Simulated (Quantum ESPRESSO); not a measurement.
# SiC(110), H on both faces, stepped through the number of layers, part 8 of 11

Aim: how the results for SiC(110), H on both faces change with the number of layers.

Quantum ESPRESSO 7.5; plane-wave DFT, PBE, GBRV ultrasoft pseudopotentials.

So far. Step 10 (Bands along a path, 3 layers): Along this path the valence top lies at Γ and the conduction bottom at Y. Step 11 (Relaxation with pw.x, 4 layers): The relaxation lowers the energy by 5 meV an atom.

## (13) Self-consistent run, 4 layers: field 0.1 V/Å

Input file m1.f1.in:

```
&control
  prefix = 'm1.f1'
  outdir = './out'
  pseudo_dir = './pseudo'
  calculation = 'scf'
  tprnfor = .true.
  tefield = .true.
  dipfield = .true.
/
&system
  ibrav = 0
  nat = 12
  ntyp = 3
  ecutwfc = 40
  ecutrho = 200
  occupations = 'smearing'
  smearing = 'fd'
  degauss = 0.002
  edir = 3
  emaxpos = 0.97
  eopreg = 0.04
  eamp = 0.00194469
  nbnd = 22
/
&electrons
  conv_thr = 1e-09
  mixing_beta = 0.4
  electron_maxstep = 120
  mixing_mode = 'plain'
  startingpot = 'file'
/
ATOMIC_SPECIES
  H   1.0080  h_pbe_v1.4.uspp.F.UPF
  Si  28.0850  si_pbe_v1.uspp.F.UPF
  C   12.0110  c_pbe_v1.2.uspp.F.UPF
CELL_PARAMETERS angstrom
  4.37818550200000 0.00000000000000 0.00000000000000
  0.00000000000000 3.09619996900000 0.00000000000000
  0.00000000000000 0.00000000000000 23.03928810299718
ATOMIC_POSITIONS crystal
  H   0.813475552100 0.000000000000 0.345489105100
  H   0.388594818200 0.500000000000 0.361263155900
  Si  0.003583784500 0.000000000000 0.399846573500
  C   0.244902644700 0.500000000000 0.400814383100
  Si  0.502325920400 0.500000000000 0.466577849100
  C   0.750981984600 0.000000000000 0.466256688400
  Si  0.002325920400 0.000000000000 0.533422150900
  C   0.250981984600 0.500000000000 0.533743311600
  Si  0.503583784500 0.500000000000 0.600153426500
  C   0.744902644700 0.000000000000 0.599185616900
  H   0.888594818200 0.000000000000 0.638736844100
  H   0.313475552100 0.500000000000 0.654510894900
K_POINTS automatic
  4 8 1 0 0 0
```

On the command line:

```bash
$ cp -r out/m1.f0.save out/m1.f1.save
$ OMP_NUM_THREADS=1 mpirun -n 4 pw.x -nk 2 -in m1.f1.in > m1.f1.out
```

Log:

```text
[banner, memory and clock lines left out]
Program PWSCF v.7.5 starts
[...]
number of electrons       =        36.00
     number of Kohn-Sham states=           22
     kinetic-energy cutoff     =      40.0000  Ry
     charge density cutoff     =     200.0000  Ry
[...]
number of k points=    18  Fermi-Dirac smearing, width (Ry)=  0.0020
[...]
Dense  grid:   100717 G-vectors     FFT dimensions: (  40,  27, 200)
[...]
The initial density is read from file :
[...]
negative rho (up, down):  1.246E-03 0.000E+00
[...]
Starting wfcs are   36 randomized atomic wfcs
[...]
negative rho (up, down):  1.247E-03 0.000E+00
[...]
estimated scf accuracy    <       0.00444277 Ry
[...]
negative rho (up, down):  1.247E-03 0.000E+00
[...]
estimated scf accuracy    <       0.00704514 Ry
[...]
negative rho (up, down):  1.247E-03 0.000E+00
[...]
estimated scf accuracy    <       0.00002003 Ry
[...]
negative rho (up, down):  1.246E-03 0.000E+00
[...]
estimated scf accuracy    <       0.00000638 Ry
[...]
negative rho (up, down):  1.246E-03 0.000E+00
[...]
estimated scf accuracy    <       0.00000007 Ry
[...]
negative rho (up, down):  1.246E-03 0.000E+00
[...]
estimated scf accuracy    <       0.00000009 Ry
[...]
negative rho (up, down):  1.246E-03 0.000E+00
[...]
estimated scf accuracy    <          8.2E-09 Ry
[...]
negative rho (up, down):  1.246E-03 0.000E+00
[...]
estimated scf accuracy    <       0.00000002 Ry
[...]
negative rho (up, down):  1.246E-03 0.000E+00
[...]
Computed dipole along edir(3) :
        Dipole                0.0954 Ry au,          0.2424 Debye
        Dipole field          0.0006 Ry au,
        E field amplitude [Ha a.u.]:  1.9447E-03
        Potential amp.        0.1150 Ry
        Total length         41.7964 bohr
[...]
the Fermi energy is    -0.1638 ev
!    total energy              =     -89.14398311 Ry
     estimated scf accuracy    <          4.5E-10 Ry
     smearing contrib. (-TS)   =      -0.00000000 Ry
     internal energy E=F+TS    =     -89.14398311 Ry
[...]
one-electron contribution =   -1167.21608500 Ry
     hartree contribution      =     592.74474084 Ry
     xc contribution           =     -35.15229922 Ry
     ewald contribution        =     520.47997692 Ry
     electric field correction =      -0.00031664 Ry
     convergence has been achieved in   9 iterations
     negative rho (up, down):  1.246E-03 0.000E+00
[...]
Total force =     0.004637     Total SCF correction =     0.000058
[...]
```

The job ended after 28 s (4 MPI ranks of Arm Neoverse V1, shared host; peak memory 0.43 GiB; 1.8 min of CPU time).

Read from the output:

```
free energy                          : -1212.8657 eV
Fermi energy                         : -0.1638 eV
dipole along the normal              : 0.05047 e·Å
valence top, on the run's zero       : -1.067 eV
conduction bottom, on the run's zero : 1.399 eV
gap by band count                    : 2.467 eV
```

## (14) Relaxing the ions, 9 layers

System of this step: SiC(110), H on both faces, 9 layers. The cell holds 22 atoms: 4 H, 9 Si and 9 C. Its edges and angles: a = 4.378 Å, b = 3.096 Å, c = 30.780 Å, α = 90.0°, β = 90.0°, γ = 90.0°. It derives from SiC. Vacuum lies along c.

Input file m6.relax.in:

```
&control
  prefix = 'm6.relax'
  outdir = './out'
  pseudo_dir = './pseudo'
  nstep = 80
  forc_conv_thr = 0.0006
  calculation = 'relax'
/
&system
  ibrav = 0
  nat = 22
  ntyp = 3
  ecutwfc = 40
  ecutrho = 200
  occupations = 'smearing'
  smearing = 'fd'
  degauss = 0.002
/
&electrons
  conv_thr = 1e-08
  mixing_beta = 0.4
  electron_maxstep = 120
  mixing_mode = 'plain'
/
&ions
/
ATOMIC_SPECIES
  H   1.0080  h_pbe_v1.4.uspp.F.UPF
  Si  28.0850  si_pbe_v1.uspp.F.UPF
  C   12.0110  c_pbe_v1.2.uspp.F.UPF
CELL_PARAMETERS angstrom
  4.37818550200000 0.00000000000000 0.00000000000000
  0.00000000000000 3.09619996900000 0.00000000000000
  0.00000000000000 0.00000000000000 30.77978802549718
ATOMIC_POSITIONS crystal
  H   0.806231759000 0.000000000000 0.259832966503
  H   0.397632945500 0.500000000000 0.269114648387
  Si  0.000000000000 0.000000000000 0.298816030414
  C   0.250000000000 0.500000000000 0.298816030414
  Si  0.500000000000 0.500000000000 0.349112022810
  C   0.750000000000 0.000000000000 0.349112022810
  Si  0.000000000000 0.000000000000 0.399408015207
  C   0.250000000000 0.500000000000 0.399408015207
  Si  0.500000000000 0.500000000000 0.449704007603
  C   0.750000000000 0.000000000000 0.449704007603
  Si  0.000000000000 0.000000000000 0.500000000000
  C   0.250000000000 0.500000000000 0.500000000000
  Si  0.500000000000 0.500000000000 0.550295992397
  C   0.750000000000 0.000000000000 0.550295992397
  Si  0.000000000000 0.000000000000 0.600591984793
  C   0.250000000000 0.500000000000 0.600591984793
  Si  0.500000000000 0.500000000000 0.650887977190
  C   0.750000000000 0.000000000000 0.650887977190
  Si  0.000000000000 0.000000000000 0.701183969586
  C   0.250000000000 0.500000000000 0.701183969586
  H   0.397632945500 0.500000000000 0.730885351613
  H   0.806231759000 0.000000000000 0.740167033497
K_POINTS automatic
  4 8 1 0 0 0
```

On the command line:

```bash
$ OMP_NUM_THREADS=1 mpirun -n 4 pw.x -nk 2 -in m6.relax.in > m6.relax.out
```

Log:

```text
[banner, memory and clock lines left out]
Program PWSCF v.7.5 starts
[...]
Message from routine setup:
[...]
number of electrons       =        76.00
     number of Kohn-Sham states=           46
     kinetic-energy cutoff     =      40.0000  Ry
     charge density cutoff     =     200.0000  Ry
[...]
number of k points=    15  Fermi-Dirac smearing, width (Ry)=  0.0020
[...]
Dense  grid:   134459 G-vectors     FFT dimensions: (  40,  27, 270)
[...]
negative rho (up, down):  1.123E-03 0.000E+00
     Starting wfcs are   76 randomized atomic wfcs
[...]
negative rho (up, down):  9.670E-04 0.000E+00
[...]
estimated scf accuracy    <       4.14287978 Ry
[...]
negative rho (up, down):  1.129E-03 0.000E+00
[...]
estimated scf accuracy    <       0.21086251 Ry
[...]
negative rho (up, down):  1.293E-03 0.000E+00
[...]
estimated scf accuracy    <       0.06489433 Ry
[...]
negative rho (up, down):  1.439E-03 0.000E+00
[...]
estimated scf accuracy    <       0.03490010 Ry
[...]
negative rho (up, down):  1.497E-03 0.000E+00
[...]
estimated scf accuracy    <       0.00456309 Ry
[...]
negative rho (up, down):  1.526E-03 0.000E+00
[...]
estimated scf accuracy    <       0.00051473 Ry
[...]
negative rho (up, down):  1.544E-03 0.000E+00
[...]
estimated scf accuracy    <       0.00008929 Ry
[...]
negative rho (up, down):  1.555E-03 0.000E+00
[...]
estimated scf accuracy    <       0.00000319 Ry
[...]
negative rho (up, down):  1.561E-03 0.000E+00
[...]
estimated scf accuracy    <       0.00000047 Ry
[...]
negative rho (up, down):  1.565E-03 0.000E+00
[...]
estimated scf accuracy    <       0.00000011 Ry
[...]
negative rho (up, down):  1.567E-03 0.000E+00
[...]
estimated scf accuracy    <       0.00000004 Ry
[...]
negative rho (up, down):  1.570E-03 0.000E+00
[...]
the Fermi energy is     2.4010 ev
!    total energy              =    -194.72540152 Ry
     estimated scf accuracy    <          4.7E-09 Ry
     smearing contrib. (-TS)   =      -0.00000000 Ry
     internal energy E=F+TS    =    -194.72540152 Ry
[...]
one-electron contribution =   -3902.87758989 Ry
     hartree contribution      =    1978.20700072 Ry
     xc contribution           =     -75.59668937 Ry
     ewald contribution        =    1805.54187702 Ry
     convergence has been achieved in  12 iterations
     negative rho (up, down):  1.570E-03 0.000E+00
[...]
Total force =     0.068168     Total SCF correction =     0.000062
[...]
negative rho (up, down):  1.584E-03 0.000E+00
[...]
negative rho (up, down):  1.574E-03 0.000E+00
[...]
estimated scf accuracy    <       0.00046522 Ry
[...]
negative rho (up, down):  1.570E-03 0.000E+00
[...]
estimated scf accuracy    <       0.00010561 Ry
[...]
negative rho (up, down):  1.568E-03 0.000E+00
[...]
estimated scf accuracy    <       0.00004560 Ry
[...]
negative rho (up, down):  1.567E-03 0.000E+00
[...]
estimated scf accuracy    <       0.00000923 Ry
[...]
negative rho (up, down):  1.567E-03 0.000E+00
[...]
estimated scf accuracy    <       0.00000145 Ry
[...]
negative rho (up, down):  1.567E-03 0.000E+00
[...]
estimated scf accuracy    <       0.00000014 Ry
[...]
negative rho (up, down):  1.567E-03 0.000E+00
[...]
estimated scf accuracy    <       0.00000002 Ry
[...]
negative rho (up, down):  1.567E-03 0.000E+00
[...]
the Fermi energy is     2.3754 ev
!    total energy              =    -194.72818970 Ry
     estimated scf accuracy    <          1.8E-09 Ry
     smearing contrib. (-TS)   =      -0.00000000 Ry
     internal energy E=F+TS    =    -194.72818970 Ry
[...]
one-electron contribution =   -3903.90313620 Ry
     hartree contribution      =    1978.60565187 Ry
     xc contribution           =     -75.59988609 Ry
     ewald contribution        =    1806.16918071 Ry
     convergence has been achieved in   8 iterations
     negative rho (up, down):  1.567E-03 0.000E+00
[...]
Total force =     0.023338     Total SCF correction =     0.000060
[...]
negative rho (up, down):  1.565E-03 0.000E+00
[...]
negative rho (up, down):  1.562E-03 0.000E+00
[...]
estimated scf accuracy    <       0.00012557 Ry
[...]
negative rho (up, down):  1.560E-03 0.000E+00
[...]
estimated scf accuracy    <       0.00002912 Ry
[...]
negative rho (up, down):  1.559E-03 0.000E+00
[...]
estimated scf accuracy    <       0.00001372 Ry
[...]
negative rho (up, down):  1.558E-03 0.000E+00
[...]
estimated scf accuracy    <       0.00000160 Ry
[...]
negative rho (up, down):  1.558E-03 0.000E+00
[...]
estimated scf accuracy    <       0.00000034 Ry
[...]
negative rho (up, down):  1.558E-03 0.000E+00
[...]
estimated scf accuracy    <       0.00000005 Ry
[...]
negative rho (up, down):  1.558E-03 0.000E+00
[...]
estimated scf accuracy    <       0.00000002 Ry
[...]
negative rho (up, down):  1.558E-03 0.000E+00
[...]
the Fermi energy is     2.3809 ev
!    total energy              =    -194.72877892 Ry
     estimated scf accuracy    <          7.7E-10 Ry
     smearing contrib. (-TS)   =      -0.00000000 Ry
     internal energy E=F+TS    =    -194.72877892 Ry
[...]
one-electron contribution =   -3904.22053848 Ry
     hartree contribution      =    1978.77208035 Ry
     xc contribution           =     -75.60634524 Ry
     ewald contribution        =    1806.32602445 Ry
     convergence has been achieved in   8 iterations
     negative rho (up, down):  1.558E-03 0.000E+00
[...]
Total force =     0.016719     Total SCF correction =     0.000060
[...]
negative rho (up, down):  1.559E-03 0.000E+00
[...]
negative rho (up, down):  1.554E-03 0.000E+00
[...]
estimated scf accuracy    <       0.00025997 Ry
[...]
negative rho (up, down):  1.551E-03 0.000E+00
[...]
estimated scf accuracy    <       0.00003102 Ry
[...]
negative rho (up, down):  1.550E-03 0.000E+00
[...]
estimated scf accuracy    <       0.00000887 Ry
[...]
negative rho (up, down):  1.550E-03 0.000E+00
[...]
estimated scf accuracy    <       0.00000307 Ry
[...]
negative rho (up, down):  1.550E-03 0.000E+00
[...]
estimated scf accuracy    <       0.00000063 Ry
[...]
negative rho (up, down):  1.550E-03 0.000E+00
[...]
estimated scf accuracy    <       0.00000007 Ry
[...]
negative rho (up, down):  1.550E-03 0.000E+00
[...]
estimated scf accuracy    <       0.00000001 Ry
[...]
negative rho (up, down):  1.550E-03 0.000E+00
[...]
estimated scf accuracy    <          1.6E-09 Ry
[...]
negative rho (up, down):  1.550E-03 0.000E+00
[...]
estimated scf accuracy    <          8.2E-10 Ry
[...]
negative rho (up, down):  1.549E-03 0.000E+00
[...]
the Fermi energy is     2.3836 ev
!    total energy              =    -194.72925870 Ry
     estimated scf accuracy    <          2.7E-10 Ry
     smearing contrib. (-TS)   =      -0.00000000 Ry
     internal energy E=F+TS    =    -194.72925870 Ry
[...]
one-electron contribution =   -3904.72420324 Ry
     hartree contribution      =    1979.04130816 Ry
     xc contribution           =     -75.61709981 Ry
     ewald contribution        =    1806.57073620 Ry
     convergence has been achieved in  10 iterations
     negative rho (up, down):  1.549E-03 0.000E+00
[...]
Total force =     0.013910     Total SCF correction =     0.000034
[...]
negative rho (up, down):  1.552E-03 0.000E+00
[...]
negative rho (up, down):  1.549E-03 0.000E+00
[...]
estimated scf accuracy    <       0.00012789 Ry
[...]
negative rho (up, down):  1.547E-03 0.000E+00
[...]
estimated scf accuracy    <       0.00001613 Ry
[...]
negative rho (up, down):  1.547E-03 0.000E+00
[...]
estimated scf accuracy    <       0.00000376 Ry
[...]
negative rho (up, down):  1.546E-03 0.000E+00
[...]
estimated scf accuracy    <       0.00000109 Ry
[...]
negative rho (up, down):  1.546E-03 0.000E+00
[...]
estimated scf accuracy    <       0.00000027 Ry
[...]
negative rho (up, down):  1.546E-03 0.000E+00
[...]
estimated scf accuracy    <       0.00000005 Ry
[...]
negative rho (up, down):  1.546E-03 0.000E+00
[...]
estimated scf accuracy    <          3.5E-09 Ry
[...]
negative rho (up, down):  1.546E-03 0.000E+00
[...]
the Fermi energy is     2.3840 ev
!    total energy              =    -194.72949232 Ry
     estimated scf accuracy    <          4.5E-10 Ry
     smearing contrib. (-TS)   =      -0.00000000 Ry
     internal energy E=F+TS    =    -194.72949232 Ry
[...]
one-electron contribution =   -3905.48408534 Ry
     hartree contribution      =    1979.43905844 Ry
     xc contribution           =     -75.62438421 Ry
     ewald contribution        =    1806.93991877 Ry
     convergence has been achieved in   8 iterations
     negative rho (up, down):  1.546E-03 0.000E+00
[...]
Total force =     0.010195     Total SCF correction =     0.000026
[...]
negative rho (up, down):  1.548E-03 0.000E+00
[...]
negative rho (up, down):  1.548E-03 0.000E+00
[...]
estimated scf accuracy    <       0.00005778 Ry
[...]
negative rho (up, down):  1.547E-03 0.000E+00
[...]
estimated scf accuracy    <       0.00001006 Ry
[...]
negative rho (up, down):  1.547E-03 0.000E+00
[...]
estimated scf accuracy    <       0.00000380 Ry
[...]
negative rho (up, down):  1.547E-03 0.000E+00
[...]
estimated scf accuracy    <       0.00000100 Ry
[...]
negative rho (up, down):  1.547E-03 0.000E+00
[...]
estimated scf accuracy    <       0.00000014 Ry
[...]
negative rho (up, down):  1.547E-03 0.000E+00
[...]
estimated scf accuracy    <       0.00000002 Ry
[...]
negative rho (up, down):  1.547E-03 0.000E+00
[...]
estimated scf accuracy    <          2.1E-09 Ry
[...]
negative rho (up, down):  1.547E-03 0.000E+00
[...]
the Fermi energy is     2.3853 ev
!    total energy              =    -194.72961940 Ry
     estimated scf accuracy    <          2.0E-10 Ry
     smearing contrib. (-TS)   =      -0.00000000 Ry
     internal energy E=F+TS    =    -194.72961940 Ry
[...]
one-electron contribution =   -3906.43899966 Ry
     hartree contribution      =    1979.92228611 Ry
     xc contribution           =     -75.62932725 Ry
     ewald contribution        =    1807.41642140 Ry
     convergence has been achieved in   8 iterations
     negative rho (up, down):  1.547E-03 0.000E+00
[...]
Total force =     0.007373     Total SCF correction =     0.000016
[...]
negative rho (up, down):  1.548E-03 0.000E+00
[...]
negative rho (up, down):  1.549E-03 0.000E+00
[...]
estimated scf accuracy    <       0.00003194 Ry
[...]
negative rho (up, down):  1.549E-03 0.000E+00
[...]
estimated scf accuracy    <       0.00000604 Ry
[...]
negative rho (up, down):  1.550E-03 0.000E+00
[...]
estimated scf accuracy    <       0.00000147 Ry
[...]
negative rho (up, down):  1.550E-03 0.000E+00
[...]
estimated scf accuracy    <       0.00000026 Ry
[...]
negative rho (up, down):  1.550E-03 0.000E+00
[...]
estimated scf accuracy    <       0.00000011 Ry
[...]
negative rho (up, down):  1.550E-03 0.000E+00
[...]
estimated scf accuracy    <          5.9E-09 Ry
[...]
negative rho (up, down):  1.550E-03 0.000E+00
[...]
estimated scf accuracy    <          1.0E-09 Ry
[...]
negative rho (up, down):  1.550E-03 0.000E+00
[...]
the Fermi energy is     2.3841 ev
!    total energy              =    -194.72970332 Ry
     estimated scf accuracy    <          1.2E-10 Ry
     smearing contrib. (-TS)   =      -0.00000000 Ry
     internal energy E=F+TS    =    -194.72970332 Ry
[...]
one-electron contribution =   -3907.65093232 Ry
     hartree contribution      =    1980.52661007 Ry
     xc contribution           =     -75.63220284 Ry
     ewald contribution        =    1808.02682177 Ry
     convergence has been achieved in   8 iterations
     negative rho (up, down):  1.550E-03 0.000E+00
[...]
Total force =     0.006753     Total SCF correction =     0.000029
[...]
negative rho (up, down):  1.551E-03 0.000E+00
[...]
negative rho (up, down):  1.552E-03 0.000E+00
[...]
estimated scf accuracy    <       0.00003873 Ry
[...]
negative rho (up, down):  1.553E-03 0.000E+00
[...]
estimated scf accuracy    <       0.00000724 Ry
[...]
negative rho (up, down):  1.554E-03 0.000E+00
[...]
estimated scf accuracy    <       0.00000119 Ry
[...]
negative rho (up, down):  1.554E-03 0.000E+00
[...]
estimated scf accuracy    <       0.00000028 Ry
[...]
negative rho (up, down):  1.554E-03 0.000E+00
[...]
estimated scf accuracy    <       0.00000009 Ry
[...]
negative rho (up, down):  1.555E-03 0.000E+00
[...]
estimated scf accuracy    <       0.00000001 Ry
[...]
negative rho (up, down):  1.555E-03 0.000E+00
[...]
estimated scf accuracy    <          9.9E-10 Ry
[...]
negative rho (up, down):  1.555E-03 0.000E+00
[...]
estimated scf accuracy    <          2.1E-10 Ry
[...]
negative rho (up, down):  1.555E-03 0.000E+00
[...]
```

Elapsed: 12 min, on 4 MPI ranks; peak memory 0.99 GiB.

Step by step:

| step | energy less that of the first step (eV) | largest force (eV/Å) |
| --- | --- | --- |
| 1 | 0.0000 | 0.9276 |
| 2 | -0.0379 | 0.2866 |
| 3 | -0.0460 | 0.1840 |
| 4 | -0.0525 | 0.1661 |
| 5 | -0.0557 | 0.1183 |
| 6 | -0.0574 | 0.0718 |
| 7 | -0.0585 | 0.0595 |
| 8 | -0.0596 | 0.0595 |
| 9 | -0.0603 | 0.0517 |
| 10 | -0.0608 | 0.0433 |
| 11 | -0.0611 | 0.0279 |
| 12 | -0.0613 | 0.0154 |

The atoms that moved most (Å):

```
atom      dx     dy      dz  length
 H21  -0.044  0.000  -0.035   0.056
  H2  -0.044  0.000   0.035   0.056
 H22   0.025  0.000   0.038   0.045
  H1   0.025  0.000  -0.038   0.045
  C4  -0.025  0.000   0.033   0.041
 C20  -0.025  0.000  -0.033   0.041
 Si3   0.013  0.000   0.013   0.019
Si19   0.013  0.000  -0.013   0.019
```

The relaxation lowers the energy by 3 meV an atom.

Numbers from this step:

| Property | Result |
| --- | --- |
| free energy | -2649.4353 eV |
| Fermi energy | 2.374 eV |

(Continued in part 9 of 11.)

[Logs are printed without paths, hosts, clocks, repeated set-up lines and the standing remarks that a program may print on its own settings, such as how far it seeks lower states.]

[Hosts, paths, dates, database ids (printed as entryN), source tags and the programs' standing remarks are cut or masked in the printed files.]

[Maps of the electrostatic potential energy from Ansatz leave out the sawtooth potential of an applied field or a dipole correction, so their vacuum need not be flat; planar profiles and work functions include it.]
